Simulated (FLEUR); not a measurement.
Records of electronic-structure calculations.

```
GdZn: parallel and opposed starts
1.0
     3.61800    0.00000    0.00000
     0.00000    3.61800    0.00000
     0.00000    0.00000    3.61800
Gd Zn
1 1
Direct
  0.00000 0.00000 0.00000
  0.50000 0.50000 0.50000
# method: PBEsol with U = 6.7 eV, J = 0.7 eV on Gd f; all-electron FLAPW, Dirac cores, scalar-relativistic bands (and 1 further level or step)
# program: FLEUR MaX-R8.1
# settings of one run: kmax 3.6 1/bohr, gmax 10.8 1/bohr, muffin tin radii Gd: 2.8, Zn: 2.8 bohr, lmax Gd: [10, 8], Zn: [10, 8], hist occupations, smearing width 0.05 eV, mixer Anderson, mixing 0.05, max iterations 130, stop 0.0001 me/bohr³, collinear spin, 10×10×10 k-mesh, double counting FLL, mesh matched on, seeded occupations whole cubic f orbitals, Hund's first rule, starting moments 7 0 μB
# cost: 3 runs, 4.1 min in all on 4 MPI ranks of Arm Neoverse V2, shared host (the runs of this entry)
# notes: The database entry behind the starting cell differs from later determinations by our own check (about 0.4 % long). The run is spin-polarised, with a total moment of 7.74 μB a cell. Only 2 starts were tried; other patterns of signs, canted and longer-period orders were not.
# lowest state found: ferromagnetic (initial ferro +)
# largest site spin moment: 7.34 μB
# next finished state: antiferromagnetic, 79.9 meV a seeded atom higher
# orbital moment on the atom of largest spin, along its spin (spin–orbit run): -0.0245 μB
# spin plus orbital moment: Gd 7.31 μB
```

[Logs and program files are shortened in this print: banners, set-up blocks, solver, clock and traceback lines can be left out without a mark of their own.]

[Logs are printed without paths, hosts, clocks, repeated set-up lines and the standing remarks that a program may print on its own settings, such as how far it seeks lower states.]

[Hosts, paths, dates, database ids (printed as entryN), source tags and the programs' standing remarks are cut or masked in the printed files.]

[Where a cell is said to come from a database of computed structures, the database is the Materials Project.]
